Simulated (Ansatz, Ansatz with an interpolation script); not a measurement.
# SnO2 (Pbcn): what limits a Wannier interpolation of GW, part 2 of 2

Aim: vary the Wannier model and the GW settings for SnO2 (Pbcn) and see what the interpolated bands lose.

Ansatz 0.2.0; maximally localised Wannier functions, LDA, plane waves, PAW. Known limits of the many-body steps: not at the basis limit; no spin-orbit coupling; coarse k mesh.

So far. Step 3 (Wannier model on 4×4×4): Near the gap the model misses directly solved bands by 1.3 meV r.m.s. and by 14 meV at most in the window tested. This tests the starting bands, not the corrections carried with them. Step 5 (G0W0: 4×4×4 mesh, 1058 empty bands, screening to 220 eV): The G0W0 gap on the mesh is 2.799 eV.

## 6. G0W0: 2×2×2 mesh, 1058 empty bands, screening to 220 eV

Level of this step: G0W0 on LDA, plane waves, PAW (Ansatz).

Contents of input.yaml:

```yaml
crystal:
  lattice:
    - [4.73514617, 0.0, 0.0]
    - [0.0, 5.75091223, 0.0]
    - [0.0, 0.0, 5.24711425]
  atoms:
    - { symbol: Sn, position: [0.5, 0.66544775, 0.75] }
    - { symbol: Sn, position: [0.0, 0.83455225, 0.25] }
    - { symbol: Sn, position: [0.5, 0.33455225, 0.25] }
    - { symbol: Sn, position: [0.0, 0.16544775, 0.75] }
    - { symbol: O, position: [0.73030504, 0.60712347, 0.07860358] }
    - { symbol: O, position: [0.23030504, 0.89287653, 0.92139642] }
    - { symbol: O, position: [0.76969496, 0.89287653, 0.57860358] }
    - { symbol: O, position: [0.26969496, 0.60712347, 0.42139642] }
    - { symbol: O, position: [0.73030504, 0.39287653, 0.57860358] }
    - { symbol: O, position: [0.23030504, 0.10712347, 0.42139642] }
    - { symbol: O, position: [0.76969496, 0.10712347, 0.07860358] }
    - { symbol: O, position: [0.26969496, 0.39287653, 0.92139642] }
kpoints:
  mp_grid: { grid: [2, 2, 2] }
hamiltonian:
  xc: lda
scf:
  occupations: { method: fixed }
gw:
  n_empty_bands: 1058
  ecut_chi: 220.0
  qp_bands: [v24, c2]
  screening: { model: contour_deformation }
```

Run with:

```console
$ ansatz run input.yaml --threads 16 --pin off --max-ram 64512MiB --backend cuda --events-out ev --progress --plain --runs-dir out --devices 1 --max-vram 78GiB
```

Numbers of over 12 decimals in the logs are rounded to 6 here.

Output:

```text
GPUs: using 1 of 1 available (devices: 1).
[...]
Crystal: 12 atoms, lattice volume = 142.886 Å³
Basis set: ecut = 420 eV, 2809 PW (Γ)
Bands: 64, of which v1, the nominal top of the filled ones, is band 52 counted from 1 (51 counted from 0)
Symmetry: 8 space group operations
[...]
k-points: 8
[...]
6    31      2.7735   -23.8639     4.8982   -18.3347  0.6646     2.1196     2.1425  root
[...]
7    51      8.5165   -26.5329     5.2713   -20.5158  0.6973     7.7295     7.7709  root
     7    52      8.5165   -26.5329     5.2713   -20.5158  0.6973     7.7295     7.7709  root
     7    53     14.1132   -14.4712    -4.9424   -20.3285  0.7455    15.1042    15.0281  root
     7    54     14.1132   -14.4712    -4.9424   -20.3285  0.7455    15.1042    15.0281  root
[key lines of the parts left out:]
SCF converged after 7 iterations
Free energy (F): -27960.411077 eV
Fermi energy:    8.864718 eV
```

The job ended after 34 s (1 × NVIDIA GB200 (shared by 2 runs) with 16 threads of Arm Neoverse V2, shared host; peak memory 2.5 GiB).

The G0W0 gap on the mesh is 2.541 eV.

## 7. G0W0: 4×4×4 mesh, 492 empty bands, screening to 132 eV

input.yaml: that of step 6 with these lines changed.

```diff
@@ -19,3 +19,3 @@
 kpoints:
-  mp_grid: { grid: [2, 2, 2] }
+  mp_grid: { grid: [4, 4, 4] }
 hamiltonian:
@@ -25,4 +25,4 @@
 gw:
-  n_empty_bands: 1058
-  ecut_chi: 220.0
+  n_empty_bands: 492
+  ecut_chi: 132
   qp_bands: [v24, c2]
```

Output:

```text
GPUs: using 1 of 1 available (devices: 1).
[...]
Crystal: 12 atoms, lattice volume = 142.886 Å³
Basis set: ecut = 420 eV, 2809 PW (Γ)
Bands: 64, of which v1, the nominal top of the filled ones, is band 52 counted from 1 (51 counted from 0)
Symmetry: 8 space group operations
[...]
k-points: 27 of 64
[...]
25    31      2.9460   -24.5286     4.7927   -19.1277  0.7149     2.3306     2.3379  root
[...]
26    51      8.5059   -26.4863     5.2967   -20.5189  0.7351     7.8221     7.8353  root
    26    52      8.5059   -26.4863     5.2967   -20.5189  0.7351     7.8221     7.8353  root
    26    53     14.1092   -14.5339    -4.4065   -20.3291  0.7852    15.5134    15.4980  root
    26    54     14.1092   -14.5339    -4.4065   -20.3291  0.7852    15.5134    15.4980  root
[key lines of the parts left out:]
SCF converged after 7 iterations
Free energy (F): -27960.525310 eV
Fermi energy:    8.853469 eV
```

Wall time 99 s (1 × NVIDIA GB200 (shared by 2 runs) with 16 threads); peak memory 2.6 GiB; 4.2 min of CPU time.

The G0W0 gap on the mesh is 2.750 eV.

## 8. G0W0: 4×4×4 mesh, 1058 empty bands, screening to 220 eV, plasmon pole

input.yaml: that of step 7 with these lines changed.

```diff
@@ -25,5 +25,5 @@
 gw:
-  n_empty_bands: 492
-  ecut_chi: 132
+  n_empty_bands: 1058
+  ecut_chi: 220.0
   qp_bands: [v24, c2]
-  screening: { model: contour_deformation }
+  screening: { model: godby_needs }
```

Output:

```text
GPUs: using 1 of 1 available (devices: 1).
[...]
Crystal: 12 atoms, lattice volume = 142.886 Å³
Basis set: ecut = 420 eV, 2809 PW (Γ)
Bands: 64, of which v1, the nominal top of the filled ones, is band 52 counted from 1 (51 counted from 0)
Symmetry: 8 space group operations
[...]
k-points: 27 of 64
[...]
25    31      2.9460   -24.5286     4.4402   -19.1277  0.7955     1.9708     1.9854  root
[...]
26    51      8.5059   -26.4863     5.1103   -20.5189  0.7789     7.6450     7.6488  root
    26    52      8.5059   -26.4863     5.1103   -20.5189  0.7789     7.6450     7.6488  root
    26    53     14.1092   -14.5339    -4.4691   -20.3291  0.8181    15.4414    15.4354  root
    26    54     14.1092   -14.5339    -4.4691   -20.3291  0.8181    15.4414    15.4354  root
[key lines of the parts left out:]
SCF converged after 7 iterations
Free energy (F): -27960.525310 eV
Fermi energy:    8.853469 eV
```

Elapsed: 6.6 min, on 1 × NVIDIA GB200 (shared by 2 runs) with 16 threads; peak memory 14 GiB.

The G0W0 gap on the mesh is 2.850 eV.

## 9. Interpolated results

Times are wall times on 1 × NVIDIA GB200 (shared by 2 runs) with 16 threads of Arm Neoverse V2, shared host, good to a factor of about two.

| GW mesh | empty bands | cutoff (eV) | frequency | gap on mesh (eV) | gap over zone (eV) | direct gap (eV) | valence width (eV) | GW time |
| --- | --- | --- | --- | --- | --- | --- | --- | --- |
| 4×4×4 | 1058 | 220 | contour deformation | 2.799 | 2.799 | 2.799 | 7.840 | 5.5 min |
| 2×2×2 | 1058 | 220 | contour deformation | 2.541 | 2.532 | 2.551 | 7.866 | 34 s |
| 4×4×4 | 492 | 132 | contour deformation | 2.750 | 2.750 | 2.750 | 7.903 | 99 s |
| 4×4×4 | 1058 | 220 | plasmon pole | 2.850 | 2.850 | 2.850 | 8.115 | 6.6 min |

## 10. Summary of results

```yaml
4x4x4_mesh_1058_empty_bands_screening_to_220_ev: 2.80 eV
2x2x2_mesh_1058_empty_bands_screening_to_220_ev: 2.53 eV
4x4x4_mesh_492_empty_bands_screening_to_132_ev: 2.75 eV
4x4x4_mesh_1058_empty_bands_screening_to_220_ev_plasmon_pole: 2.85 eV
```

The largest change, −0.27 eV in the gap over the zone, comes with 2×2×2 mesh, 1058 empty bands, screening to 220 eV. The first run is a reference, not a converged one, and where a row moves several settings no single cause can be named. Rows on another GW mesh add that mesh's corrections to the bands of the one model. Coarser Wannier mesh (4×4×4): the miss near the gap goes from under 1 (the model on 8×8×8) to 1 meV and the total spread from 55.5 to 52.9 Å². With 2×2×2 mesh, 1058 empty bands, screening to 220 eV the gap over the zone moves by −0.27 eV and that on the mesh by −0.26 eV. With 4×4×4 mesh, 492 empty bands, screening to 132 eV the gap over the zone moves by −0.05 eV and that on the mesh by −0.05 eV. With 4×4×4 mesh, 1058 empty bands, screening to 220 eV, plasmon pole the gap over the zone moves by +0.05 eV and that on the mesh by +0.05 eV. Gaps over the zone and on the mesh differ where an edge lies off the mesh, or where a GW run starts from another density: the starting gap over the zone is 1.222 eV, on the GW meshes it is 1.244 eV and 1.234 eV. The many-body steps are scalar-relativistic: spin-orbit coupling is not in them.

[Paths, hosts, dates, memory and timing lines, banners, echoed tables and standing remarks are left out of the program output.]

[Logs are printed without paths, hosts, clocks, repeated set-up lines and the standing remarks that a program may print on its own settings, such as how far it seeks lower states.]

[Runs of the session that timed out or met a known fault of the program may be left out.]

[Hosts, paths, dates, database ids (printed as entryN), source tags and the programs' standing remarks are cut or masked in the printed files.]
